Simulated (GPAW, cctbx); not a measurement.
## What do these deviations say about the bonding?

NaZnCl3, Amm2 (no. 38), a = 4.9148 Å, b = 9.5993 Å, c = 9.4952 Å, α = 90.00°, β = 90.00°, γ = 90.00°.

| atom | mult. | x | y | z |
| --- | --- | --- | --- | --- |
| Zn1 | 4 | 0 | 0.7492 | 0.2404 |
| Cl1 | 4 | 0 | 0.3223 | 0.9903 |
| Cl2 | 2 | 0 | 1/2 | 0.6704 |
| Cl3 | 2 | 0 | 1/2 | 0.3129 |
| Cl4 | 4 | 1/2 | 0.2496 | 0.2402 |
| Na1 | 2 | 1/2 | 1/2 | 0.9854 |
| Na2 | 2 | 1/2 | 1/2 | 0.4927 |

The start was made by putting kin elements into a known structure type; the compound need not exist, or be stable, in this form.

Absolute values of the static structure factors of the conventional cell from DFT (PBE, GPAW) against free spherical atoms, in electrons:

| hkl | d (Å) | free atoms | crystal |
| --- | --- | --- | --- |
| 011 | 6.751 | 0.83 | 0.83 |
| 100 | 4.915 | 133.34 | 133.44 |
| 020 | 4.800 | 109.55 | 109.27 |
| 002 | 4.748 | 110.07 | 109.81 |
| 111 | 3.973 | 1.39 | 1.38 |
| 120 | 3.434 | 65.22 | 63.36 |
| 102 | 3.415 | 65.74 | 63.91 |
| 022 | 3.375 | 127.75 | 126.83 |
| 031 | 3.032 | 74.06 | 75.01 |
| 013 | 3.006 | 73.79 | 74.72 |

**Question.** Which way does charge move, and which reflections show it best?

Project each element's phase sum on the total phase. |F| rises if density moves to atoms that scatter in phase and falls if it moves to atoms that scatter against it; the rule is for low angles, since changes of shape take over beyond. Where all elements are in phase the terms compete, and the compactness of the donor's and the acceptor's density matters too.

| hkl | Zn in phase | Cl in phase | Na in phase | change (e) | (%) |
| --- | --- | --- | --- | --- | --- |
| 011 | 0.0 | 0.0 | +0.1 | +0.01 | +0.7 |
| 100 | +4.0 | +4.0 | -4.0 | +0.10 | +0.1 |
| 020 | +4.0 | +2.5 | -4.0 | -0.28 | -0.3 |
| 002 | +4.0 | +2.5 | -4.0 | -0.26 | -0.2 |
| 111 | 0.0 | 0.0 | +0.1 | 0.00 | -0.3 |
| 120 | +4.0 | -5.5 | +4.0 | -1.86 | -2.9 |
| 102 | +4.0 | -5.5 | +4.0 | -1.83 | -2.8 |
| 022 | +4.0 | -1.0 | +4.0 | -0.92 | -0.7 |

Low-angle reflections that set elements apart and change by more than 0.05 e: 100, 020, 002, 120, 102 and 022 (011 and 111 hardly move and tell little). The signs fit a gain of density on Cl and a loss on Zn and Na. The best witness is 120, -2.9 %, where Cl enters with -5.5. The real-space density agrees: Voronoi charges Zn +0.43, Cl -0.23, Na +0.27 e. The shortest bond, Zn–Cl, has Δρ = +0.03 e/Å³ at its midpoint.
